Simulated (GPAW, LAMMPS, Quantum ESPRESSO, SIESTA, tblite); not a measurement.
# GPAW on amorphous carbon (150 atoms): settings against a plane-wave reference, part 2 of 2

How do the settings of GPAW change the result for amorphous carbon (150 atoms)? A plane-wave run serves as the yardstick.

Program: GPAW 26.7.0; the method stands at each step. Banners, paths, timers and routine set-up lines are dropped from the logs unmarked, and long logs keep their key lines alone; longer cuts are marked.

So far. Step 4 (PBE, LCAO dzp, h 0.2 Å, other mixer settings): Against the first run (9.3 %), the force difference from the reference is 9.4 %, at 1.6 times the CPU time (on 4 against 2 cores): another solver or mixer reaches the same state. Step 5 (PBE, LCAO szp(dzp), h 0.2 Å): Against the first run (9.3 %), the force difference from the reference is 24 %, at 0.63 times the CPU time, with 1350 basis functions against 1950: the smaller basis costs accuracy.

**6. PBE, LCAO dzp, h 0.16 Å**

Method: Kohn-Sham DFT, PBE, PAW, atomic orbitals (dzp).

Input file run.py:

```python
import numpy as np
from ase.io import read
from gpaw import GPAW, FermiDirac
from ase.parallel import parprint as print

atoms = read("structure.xyz")
atoms.calc = GPAW(
    mode="lcao",
    basis="dzp",
    h=0.16,
    xc="PBE",
    kpts={"size": (1, 1, 1), "gamma": True},
    occupations=FermiDirac(0.05),
    maxiter=200,
    symmetry={"point_group": False},
    txt="gpaw.txt",
)
energy = atoms.get_potential_energy(force_consistent=True)
forces = atoms.get_forces()
print(f"energy {energy:.6f} eV")
print("forces (eV/A)")
for i, (a, f) in enumerate(zip(atoms, forces)):
    print(f"{i:4d} {a.symbol:2s} {f[0]:10.5f} {f[1]:10.5f} {f[2]:10.5f}")
print(f"Fermi level {atoms.calc.get_fermi_level():.4f} eV")
for k in range(len(atoms.calc.get_ibz_k_points())):
    for s in range(atoms.calc.get_number_of_spins()):
        e = atoms.calc.get_eigenvalues(kpt=k, spin=s)
        n = np.searchsorted(e, atoms.calc.get_fermi_level())
        print(f"k {k} spin {s} levels about the Fermi level:", np.round(e[max(n - 6, 0):n], 4).tolist(), "|", np.round(e[n:n + 6], 4).tolist())
```

Input file structure.xyz:

```xyz
150
Lattice="11.98460 0.00000 0.00000 0.00000 11.98460 0.00000 0.00000 0.00000 11.98460" Properties=species:S:1:pos:R:3 pbc="T T T"
[... 150 atom lines left out: the same atoms as in the first run ...]
```

Launch:

```
$ OMP_NUM_THREADS=1 mpirun -np 4 gpaw python run.py > output.txt
```

What it wrote:

```text
energy -1203.231125 eV
forces (eV/A)
   0 C     2.19550    1.69670   -1.25637
   1 C     1.02824    1.50840    0.03947
   2 C     1.48314    0.99906    0.69051
   3 C     0.52732   -0.30371   -1.26084
   4 C     3.49549   -0.36042   -0.75820
   5 C     0.29782   -0.97582    0.18108
[...]
147 C     0.23285   -1.11549    1.61986
 148 C     1.92687    1.29126   -0.16353
 149 C     1.98758   -1.51284    1.84347
Fermi level 3.5128 eV
k 0 spin 0 levels about the Fermi level: [3.2884, 3.3311, 3.3597, 3.4064, 3.4485, 3.5001] | [3.5442, 3.5615, 3.6212, 3.6359, 3.6777, 3.7701]
```

gpaw.txt:

```text
Input parameters:
  mode=LCAO(),
  basis={'default': 'dzp'},
  h=0.16,
  kpts=MonkhorstPack(size=(1, 1, 1), gamma=True),
  maxiter=200,
  occupations=Occupations(name='fermi-dirac', width=0.05, fixmagmom=False),
[... lines left out ...]
  Fermi-Dirac:
[... lines left out ...]
convergence criteria:
- Maximum [total energy] change in last 3 cyles: 0.0005 eV / valence electron
[... lines left out ...]
Converged in 23 steps
[... lines left out ...]
  Free energy:   -1203.231125
[... lines left out ...]
Fermi level: 3.513
[... lines left out ...]
|        ... |               |           |
|        292 |         3.186 |     1.997 |
|        293 |         3.227 |     1.993 |
[...]
|        307 |         3.927 |     0.001 |
|        ... |               |           |
|        363 |         7.685 |     0.000 |
Gap: 0.044 eV
Transition (v -> c):
  (s=0, k=0, n=299, [0.00, 0.00, 0.00]) -> (s=0, k=0, n=300, [0.00, 0.00, 0.00])
No difference between direct/indirect transitions
Force computation time: 13.121  # s
```

It took 3.6 min on 4 MPI ranks of Arm Neoverse V2, shared host; peak memory 4.1 GiB.

Numbers from this run, and their distance from the reference:

- r.m.s. force component: 1.641 eV/Å
- r.m.s. difference of force components: 150.4 meV/Å
- longest difference of force vectors: 718.1 meV/Å
- force difference over r.m.s. force: 9.266 %
- slope of forces against the reference's: 1.007
- correlation of force components: 0.9958
- energy less the same-level run's: -53.27 meV/atom
- r.m.s. force difference from the same-level run: 10.38 meV/Å

Against the first run (9.3 %), the force difference from the reference is 9.3 %, at 1.9 times the CPU time (on 4 against 2 cores): the change moves forces by 10 meV/Å r.m.s., so most of the difference comes from elsewhere.

**7. All runs compared**

Differences are against the plane-wave reference, forces as r.m.s. over components; share is that over the reference's r.m.s. force, slope the least-squares factor from reference forces to these. Total energies of different programs have different zeros and aren't compared.

```tsv
run	Δ force, r.m.s. (meV/Å)	share (%)	slope	cores	CPU time	memory (GiB)
reference	-	-	-	4	14 min	6.1
GPAW PBE, LCAO dzp, h 0.2 Å	152	9.34	1.008	2	7.5 min	2.1
GPAW PBE, grid h 0.2 Å	10.6	0.653	0.999	4	22 min	3.7
GPAW PBE, LCAO dzp, h 0.2 Å, other mixer settings	152	9.39	1.008	4	12 min	3.0
GPAW PBE, LCAO szp(dzp), h 0.2 Å (coarse)	387	23.9	1.002	2	4.7 min	1.6
GPAW PBE, LCAO dzp, h 0.16 Å	150	9.27	1.007	4	14 min	4.1
```

Rows marked coarse were listed beforehand as settings not expected to be converged; some can still land near the reference.

CPU time is summed over cores on a shared host, where runs went side by side, so it is rough. Symmetry, cutoffs, thresholds, outputs and thread counts weren't matched or tuned between programs; memory under MPI is the largest rank's times the ranks.

Within one program, basis, potentials and functional, energies share a zero. Each run against its twin at the usual cutoff or grid and solver:

```tsv
run	twin	Δ energy (meV/atom)	Δ force, r.m.s. (meV/Å)	CPU time over the twin's
GPAW PBE, LCAO dzp, h 0.2 Å, other mixer settings	LCAO dzp, h 0.2 Å	1.0e-4	3.42	1.6 (this twin ran on 2 cores)
GPAW PBE, LCAO dzp, h 0.16 Å	LCAO dzp, h 0.2 Å	-53.3	10.4	1.9 (this twin ran on 2 cores)
```

**8. Summary of results**

```json
{
  "nearest in forces": "GPAW PBE, grid h 0.2 Å, 0.65 %",
  "its CPU time": "22 min"
}
```

In words: PBE on plane waves or a grid with other potentials, cutoffs or grids, coarse settings apart, differs from the reference by 0.65 % (GPAW PBE, grid h 0.2 Å) of the r.m.s. force; this holds the reference's own error, so differences of a few per cent don't tell which side is nearer the exact PBE result. The PBE runs in local orbitals, coarse settings apart, differ by 9.3 % (GPAW PBE, LCAO dzp, h 0.16 Å) to 9.4 % (GPAW PBE, LCAO dzp, h 0.2 Å, other mixer settings); basis, grid and potentials can all enter. Runs with settings chosen to be coarse differ by 24 % (GPAW PBE, LCAO szp(dzp), h 0.2 Å), their programs' other errors included. One electronic-structure run takes under half the reference's CPU time: GPAW PBE, LCAO szp(dzp), h 0.2 Å, at 24 % in 4.7 min against 14 min. The quench rate of 100 K/ps is many orders above laboratory rates, so the cell is likely richer in defects and strain than a real sample. The network of bonds at the start is that of the classical potential that made the cell, and needn't be the one that DFT or experiment would give. The reference's stress is far from hydrostatic: its diagonal is -8.9, -10.9, -12.2 GPa, compression counted positive. The electronic-structure runs sample only Γ, in a cell whose shortest periodic width is 12 Å, which is coarse for a cell with partly filled levels.

[Also dropped from logs without a mark: logging warnings of Python, and SIESTA's first energy breakdown and zero terms.]

[Logs are printed without paths, hosts, clocks, repeated set-up lines and the standing remarks that a program may print on its own settings, such as how far it seeks lower states.]

[Hosts, paths, dates, database ids (printed as entryN), source tags and the programs' standing remarks are cut or masked in the printed files.]
